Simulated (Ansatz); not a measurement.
# (ZnSe)2(BeTe)1 [001] superlattice, started as zinc blende: the cell at rest

Task: relax (ZnSe)2(BeTe)1 [001] superlattice, started as zinc blende tightly.

Main program and level: Ansatz 0.2.0; DFT PBE, scalar-relativistic, plane waves, PAW.

The structure was built from a prototype and need not be the compound's stable phase.

## Step 1: The structure

It takes space group Imm2 (No. 44, orthorhombic). Conventional cell: a = 4.000 Å, b = 4.000 Å, c = 16.970 Å, α = 90.00°, β = 90.00°, γ = 90.00°. Nearest to Be lie 2 Te at 2.45 Å and 2 Se at 2.45 Å. Nearest to Se lie 4 Zn at 2.45 Å. Nearest to Se lie 2 Zn at 2.45 Å and 2 Be at 2.45 Å. Nearest to Te lie 2 Be at 2.45 Å and 2 Zn at 2.45 Å. Nearest to Zn lie 2 Se at 2.45 Å and 2 Te at 2.45 Å. Nearest to Zn lie 4 Se at 2.45 Å. Farther neighbours and most contacts between anions are not listed.

## Step 2: A coarse first look

A quick single point on a coarse mesh tells whether the cell has a gap and how far it is from rest, which sets the k mesh and smearing that follow.

Contents of input.yaml:

```yaml
crystal:
  lattice:
    - [2.82833, 2.82833, 0.0]
    - [-2.82833, 2.82833, 0.0]
    - [2.82833, 0.0, 8.485]
  atoms:
    - { symbol: Be, position: [0.666667, 0.333333, 0.666667] }
    - { symbol: Se, position: [0.416667, 0.083333, 0.166667] }
    - { symbol: Se, position: [0.75, 0.75, 0.5] }
    - { symbol: Te, position: [0.083333, 0.416667, 0.833333] }
    - { symbol: Zn, position: [0.0, 0.0, 0.0] }
    - { symbol: Zn, position: [0.333333, 0.666667, 0.333333] }
kpoints:
  mp_grid: { grid: [6, 6, 6] }
hamiltonian:
  xc: pbe
scf:
  occupations: { method: gaussian, width: 0.1 }
output:
  forces: true
  stress: true
  eigenvalues: true
```

On the command line:

```sh
$ ansatz run input.yaml --threads 8 --pin off --max-ram 14336MiB --backend cpu --events-out ev --progress --plain --runs-dir out
```

Numbers of over 12 decimals in the logs are rounded to 6 here.

Output:

```text
[...]
k-point 0: bands = [... 33 lower, 5.2343, 6.9828, 6.9841, 7.0868, 8.9291, 9.7818, 10.1789, 10.8527, ... 3 higher]
  k-point 1: bands = [... 33 lower, 5.4466, 6.6447, 6.8728, 6.9813, 9.2408, 9.7522, 10.2785, 10.6420, ... 3 higher]
  k-point 2: bands = [... 33 lower, 5.8020, 5.9887, 6.5853, 6.7214, 9.5215, 9.9434, 10.3995, 10.6914, ... 3 higher]
  k-point 45: bands = [... 33 lower, 4.3375, 4.4395, 4.6064, 4.6162, 9.7156, 10.3508, 10.4279, 10.9753, ... 3 higher]
[key lines of the parts left out:]
SCF converged after 8 iterations
Free energy (F): -24652.115549 eV
Fermi energy:    8.007946 eV
P = ⅓ Tr σ = 2.8309 GPa (28.309 kbar)
```

The job ended after 7.5 s (8 threads of Arm Neoverse N1, shared host; peak memory 0.66 GiB).

Numbers from this step:

| Property | Result |
| --- | --- |
| pressure | 2.831 GPa |
| gap on the k-mesh | 1.842 eV |
| volume per atom | 22.63 Å³ |
| direct gap on mesh | 1.842 eV |

The coarse mesh shows a gap of 1.84 eV and a pressure of 2.8 GPa.

## Step 3: Coarse relaxation

The start is far from rest, so a relaxation with loose tolerances brings it close first.

input.yaml, as its differences from that of step 2:

```diff
@@ -22 +22,6 @@
   eigenvalues: true
+relax:
+  adjacent_minimum: "off"
+  f_tol: 0.05
+  max_steps: 80
+  cell: { stress_tol: 0.5 }
```

Output:

```text
[...]
Crystal: 6 atoms, lattice volume = 135.751 Å³
Basis set: ecut = 420 eV, 2625 PW (Γ), exchange–correlation on 54×54×120 points (8 copies of the dense FFT grid, shifted against one another)
Bands: 45, of which v1, the nominal top of the filled ones, is band 37 counted from 1 (36 counted from 0)
Symmetry: 4 space group operations
[...]
- [2.856642, 2.856642, 0.0]
    - [-2.836248, 2.836248, 0]
    - [2.846445, 0.010197, 8.602536]
  atoms:
    - { symbol: Be, position: [0.674725, 0.325275, 0.650550] }
    - { symbol: Se, position: [0.412716, 0.087284, 0.174568] }
    - { symbol: Se, position: [0.743702, 0.756298, 0.512595] }
    - { symbol: Te, position: [0.094237, 0.405763, 0.811525] }
    - { symbol: Zn, position: [-0.00365744, 0.00365744, 0.00731489] }
    - { symbol: Zn, position: [0.328277, 0.671723, 0.343446] }
[key lines of the parts left out:]
SCF converged after 6 iterations
Free energy (F): -24652.477947 eV
Fermi energy:    7.623895 eV
P = ⅓ Tr σ = 0.0489 GPa (0.489 kbar)
```

Elapsed: 42 s, on 8 threads; peak memory 0.74 GiB.

The steps of the relaxation:

```tsv
step	energy less that of the first step (eV)	largest force component (eV/Å)	pressure (GPa)	volume (Å³)
1	0.0000	1.8944	2.83	135.75
2	-0.3436	0.2674	0.81	137.52
3	-0.3581	0.1156	-0.24	140.08
4	-0.3614	0.0107	0.05	139.40
5*	-0.3624	0.0106	0.05	139.40
```

Relaxation steps marked * repeat the geometry before them on a plane-wave basis chosen anew for their cell, so energy and pressure can jump there.

Forces are held to the 4 operations that the run works with; a distortion that breaks them can't arise in this run.

```tsv
conventional cell, symmetrised	before	after	change
a (Å)	4.000	4.011	+0.3 %
b (Å)	4.000	4.040	+1.0 %
c (Å)	16.970	17.205	+1.4 %
volume (Å³/atom)	22.63	23.23	+2.7 %
```

The atoms that moved most (Å, as changes of fractional coordinates times the final cell):

```tsv
atom	dx	dy	dz	length
Te4	0.000	0.000	-0.188	0.188
Be1	0.000	0.000	-0.139	0.139
Se3	0.000	0.000	0.108	0.108
Zn6	0.000	0.000	0.087	0.087
Se2	0.000	0.000	0.068	0.068
Zn5	0.000	0.000	0.063	0.063
```

The relaxed structure:

```xyz
6
Lattice="2.8566 2.8566 0.0000 -2.8362 2.8362 0.0000 2.8464 0.0102 8.6025" Properties=species:S:1:pos:R:3 pbc="T T T"
Be    2.8566    2.8566    5.5964
Se    1.4283    1.4283    1.5017
Se    1.4385    4.2748    4.4096
Te    1.4283    1.4283    6.9812
Zn    0.0000    0.0000    0.0629
Zn    0.0102    2.8464    2.9545
```

This step gave:

| Quantity | Value |
| --- | --- |
| pressure | 0.04891 GPa |
| gap on the k-mesh | 1.365 eV |
| volume per atom | 23.23 Å³ |
| direct gap on mesh | 1.365 eV |

In this step the volume went from 22.63 to 23.23 Å³/atom.

## Step 4: Relaxation

Harmonic phonons are second derivatives at a point where the forces vanish, and they are wanted at zero stress, so atoms and cell are relaxed first.

Contents of input.yaml:

```yaml
crystal:
  lattice:
    - [2.8566424943, 2.8566424943, 0.0]
    - [-2.8362481802, 2.8362481802, 0.0]
    - [2.8464453373, 0.0101971571, 8.6025356715]
  atoms:
    - { symbol: Be, position: [0.6747251347, 0.3252748653, 0.6505497307] }
    - { symbol: Se, position: [0.4127157721, 0.0872842279, 0.1745684559] }
    - { symbol: Se, position: [0.7437022937, 0.7562977063, 0.5125954125] }
    - { symbol: Te, position: [0.094237472, 0.405762528, 0.8115250561] }
    - { symbol: Zn, position: [-0.0036574443, 0.0036574443, 0.0073148887] }
    - { symbol: Zn, position: [0.3282767719, 0.6717232281, 0.3434464562] }
kpoints:
  mp_grid: { grid: [6, 6, 6] }
hamiltonian:
  xc: pbe
scf:
  occupations: { method: gaussian, width: 0.02 }
output:
  forces: true
  stress: true
  eigenvalues: true
  write_density: true
  write_potential: true
  elf: true
  volumetric_format: npy
relax:
  adjacent_minimum: "off"
  f_tol: 0.005
  max_steps: 80
  cell: { stress_tol: 0.05 }
```

Output:

```text
[...]
Crystal: 6 atoms, lattice volume = 139.398 Å³
Basis set: ecut = 420 eV, 2737 PW (Γ), exchange–correlation on 60×54×128 points (8 copies of the dense FFT grid, shifted against one another)
Bands: 45, of which v1, the nominal top of the filled ones, is band 37 counted from 1 (36 counted from 0)
Symmetry: 4 space group operations
[...]
k-points: 46 of 216 (time reversal used)
[...]
SCF iter   1: F=—  HF=-24652.478242 eV  |F-HF|=—  |Δ(HF+E_count)|=         —  Δρ=8.66e-4  dr2=2.30e-3  ethr=1.77e-3  ⟨swp⟩=9.2  Hψ=9438  notcnv=0  defer=1
[...]
SCF iter   8: F=-24652.477947 eV  HF=-24652.477947 eV  |F-HF|=2.41e-8  |Δ(HF+E_count)|=   3.60e-7  Δρ=5.73e-6  dr2=6.22e-8  ethr=1.35e-10  ⟨swp⟩=11.9  Hψ=15535  notcnv=0
SCF 1 converged in 8 iterations: F = -24652.477947 eV  dr2 = 6.22e-8
[...]
relax step   1: F+E_penalty+E_count = -24652.47794674 eV  Δ(F+E_penalty+E_count) = +0.000e0 eV  max|allowed force component| = 1.061e-2 eV/Å  Δτ_max = 0.0000 Å  P = +0.049 GPa  Ω = 139.398 Å³  (8 SCF iters, dr2 threshold 1.00e-7 eV, accepted)
Crystal: 6 atoms, lattice volume = 139.572 Å³
[...]
SCF iter   6: F=-24652.477950 eV  HF=-24652.477950 eV  |F-HF|=9.35e-9  |Δ(HF+E_count)|=   3.07e-8  Δρ=2.14e-6  dr2=9.60e-9  ethr=6.02e-11  ⟨swp⟩=8.0  Hψ=12837  notcnv=0
SCF 2 converged in 6 iterations: F = -24652.477950 eV  dr2 = 9.60e-9
relax step   2: F+E_penalty+E_count = -24652.47794956 eV  Δ(F+E_penalty+E_count) = -2.819e-6 eV  max|allowed force component| = 2.091e-2 eV/Å  Δτ_max = 0.0043 Å  P = -0.023 GPa  Ω = 139.572 Å³  energy of the carried Pulay correction = -4.494e-5 eV  (6 SCF iters, dr2 threshold 4.46e-8 eV, accepted)
Crystal: 6 atoms, lattice volume = 139.519 Å³
[...]
SCF iter   5: F=-24652.478011 eV  HF=-24652.478011 eV  |F-HF|=6.88e-10  |Δ(HF+E_count)|=   2.65e-9  Δρ=2.67e-6  dr2=1.68e-8  ethr=3.69e-11  ⟨swp⟩=6.9  Hψ=12920  notcnv=0
SCF 3 converged in 5 iterations: F = -24652.478011 eV  dr2 = 1.68e-8
relax step   3: F+E_penalty+E_count = -24652.47801114 eV  Δ(F+E_penalty+E_count) = -6.158e-5 eV  max|allowed force component| = 3.926e-3 eV/Å  Δτ_max = 0.0022 Å  P = -0.000 GPa  Ω = 139.519 Å³  energy of the carried Pulay correction = -3.122e-5 eV  (5 SCF iters, dr2 threshold 2.73e-8 eV, accepted)
Basis set: ecut = 420 eV, 2737 PW (Γ), exchange–correlation on 54×54×128 points (8 copies of the dense FFT grid, shifted against one another)
[...]
SCF iter   7: F=-24652.478046 eV  HF=-24652.478046 eV  |F-HF|=0.00e0  |Δ(HF+E_count)|=  3.35e-10  Δρ=1.02e-7  dr2=1.43e-11  ethr=1.00e-12  ⟨swp⟩=6.0  Hψ=10366  notcnv=0
SCF 4 converged in 7 iterations: F = -24652.478046 eV  dr2 = 1.43e-11
relax step   4: F+E_penalty+E_count = -24652.47804594 eV  Δ(F+E_penalty+E_count) = -3.480e-5 eV  max|allowed force component| = 3.925e-3 eV/Å  Δτ_max = 0.0000 Å  P = -0.000 GPa  Ω = 139.519 Å³  stress off target by 1.38e-2 GPa  SCF on the basis re-selected at this cell (its energy is not comparable with the rows above)  (7 SCF iters)
[...]
SCF converged after 7 iterations
Free energy (F): -24652.478046 eV
[...]
Internal energy: -24652.478046 eV  (E = F + TS)
E sigma→0 (E₀):  -24652.478046 eV
Fermi energy:    7.608331 eV
[...]
--- Forces (eV/Å), atoms counted from 1 ---
  atom   1  Be     0.00000000     0.00000000     0.00351646
  atom   2  Se    -0.00000000    -0.00000000    -0.00310876
  atom   3  Se    -0.00000000    -0.00000000    -0.00340758
  atom   4  Te    -0.00000000    -0.00000000    -0.00257341
  atom   5  Zn     0.00000000     0.00000000     0.00164870
  atom   6  Zn     0.00000000     0.00000000     0.00392475
  max |Σ_I F_I| component: 1.66e-7 eV/Å
--- Stress (GPa, compression-positive) ---
        0.000484      -0.013353       0.000000
       -0.013353       0.000484       0.000000
        0.000000       0.000000      -0.001761
  P = ⅓ Tr σ = -0.0003 GPa (-0.003 kbar)
--- Band table (eV; the first three rows and the last of 46) ---
  k-point 0: bands = [... 33 lower, 5.1684, 6.5019, 6.6536, 6.9242, 8.2925, 9.3897, 9.8885, 10.4891, ... 4 higher]
  k-point 1: bands = [... 33 lower, 5.2439, 6.1660, 6.5571, 6.8502, 8.5939, 9.3849, 9.9473, 10.3997, ... 4 higher]
  k-point 2: bands = [... 33 lower, 5.4313, 5.5229, 6.3167, 6.6878, 8.9522, 9.5706, 9.9689, 10.4981, ... 4 higher]
  k-point 45: bands = [... 33 lower, 4.0214, 4.1270, 4.4038, 4.4753, 9.5107, 9.6914, 10.0744, 10.6706, ... 4 higher]
--- Relaxed structure (3 steps of the walk, 3 accepted, 1 SCFs on fresh bases) ---
[...]
cell:  # Å, volume = 139.5189 Å³
    - [2.855602, 2.855602, -1.659737656313024e-11]
    - [-2.839646, 2.839646, -1.307411251186231e-19]
    - [2.847624, 0.00797801, 8.602823]
  atoms:
    - { symbol: Be, position: [0.674847, 0.325153, 0.650306] }
    - { symbol: Se, position: [0.412660, 0.087340, 0.174681] }
    - { symbol: Se, position: [0.743742, 0.756258, 0.512517] }
    - { symbol: Te, position: [0.094144, 0.405856, 0.811712] }
    - { symbol: Zn, position: [-0.00369744, 0.00369744, 0.00739489] }
    - { symbol: Zn, position: [0.328305, 0.671695, 0.343390] }
```

It took 34 s on 8 threads; peak memory 0.75 GiB.

Relaxation path:

```tsv
step	energy less that of the first step (eV)	largest force component (eV/Å)	pressure (GPa)	volume (Å³)
1	0.0000	0.0106	0.05	139.40
2	0.0000	0.0209	-0.02	139.57
3	-0.0001	0.0039	0.00	139.52
4*	-0.0001	0.0039	0.00	139.52
```

Relaxation steps marked * repeat the geometry before them on a plane-wave basis chosen anew for their cell, so energy and pressure can jump there.

The run keeps the 4 symmetry operations that it works with, so distortions that break them were not tested.

```tsv
conventional cell, symmetrised	before	after	change
a (Å)	4.011	4.016	+0.1 %
b (Å)	4.040	4.038	-0.0 %
c (Å)	17.205	17.206	+0.0 %
volume (Å³/atom)	23.23	23.25	+0.1 %
```

The relaxed structure:

```cif
data_structure
_symmetry_space_group_name_H-M 'P 1'
_symmetry_Int_Tables_number 1
_cell_length_a 4.0384
_cell_length_b 4.0159
_cell_length_c 9.0619
_cell_angle_alpha 102.802
_cell_angle_beta 77.125
_cell_angle_gamma 90.000
_cell_volume 139.52
loop_
_atom_site_label
_atom_site_type_symbol
_atom_site_fract_x
_atom_site_fract_y
_atom_site_fract_z
_atom_site_occupancy
Be1 Be 0.67485 0.32515 0.65031 1
Se2 Se 0.41266 0.08734 0.17468 1
Se3 Se 0.74374 0.75626 0.51252 1
Te4 Te 0.09414 0.40586 0.81171 1
Zn5 Zn 0.99630 0.00370 0.00739 1
Zn6 Zn 0.32831 0.67169 0.34339 1
```

This step gave:

- pressure: -2.64e-4 GPa
- gap on the k-mesh: 1.368 eV
- volume per atom: 23.25 Å³
- direct gap on mesh: 1.368 eV

Electrostatic potential energy in the ac plane of the conventional cell at fractional y = 0.000, with atoms of Be and Se and Te and Zn within 0.2 Å of it. With pseudopotentials it is smooth inside the atoms' cores, unlike the true potential.

Ten even steps from '_' (-29 eV) to '@' (11 eV), each cell a mean:
```
**##%%@@@@@@@@@@@@@@@@%%####
%%##++++%%@@@@@@@@@@##++**%%
@@@@**==##%%%%%%%%%%**==##@@
******####==::..--**%%##****
@@@@@@%%##==..__::++%%@@@@@@
@@@@@@@@@@%%%%%%%%%%@@@@@@@@
@@@@@@@@@@@@@@@@@@@@@@@@@@@@
@@@@@@@@@@@@@@@@@@@@@@@@@@@@
++**##%%@@@@@@@@@@@@@@%%##**
**++==**%%@@@@@@@@@@%%====**
++====##%%##**++**##%%++==++
%%%%%%%%==..______::**%%%%%%
@@@@@@%%**--....::==##@@@@@@
@@@@@@@@@@@@%%%%%%@@@@@@@@@@
@@@@@@@@@@@@@@@@@@@@@@@@@@@@
@@@@@@@@@@@@@@@@@@@@@@@@@@@@
++**##%%@@@@@@@@@@@@@@%%**++
##**==++%%@@@@@@@@@@##====**
++==++##%%##++++**##%%**==++
%%%%%%%%==..______::**%%%%%%
@@@@@@%%**--....::==##@@@@@@
@@@@@@@@@@@@%%%%%%@@@@@@@@@@
@@@@@@@@@@@@@@@@@@@@@@@@@@@@
@@@@@@@@@@@@@@@@@@@@@@@@@@@@
```
Columns run along a (4.0 Å; values clipped at the 3rd and 97th percentile), rows up along c (17.2 Å), edges of the conventional cell, whose origin can differ from the input's. Atoms in or near the plane, at fractional coordinates: Be at (0.50, 0.83), Se at (0.00, 0.59), Se at (0.00, 0.26), Te at (0.00, 0.91), Zn at (0.50, 0.50), Zn at (0.50, 0.17).

(Continued in part 2 of 2.)

[Logs are printed without paths, hosts, clocks, repeated set-up lines and the standing remarks that a program may print on its own settings, such as how far it seeks lower states.]

[Hosts, paths, dates, database ids (printed as entryN), source tags and the programs' standing remarks are cut or masked in the printed files.]
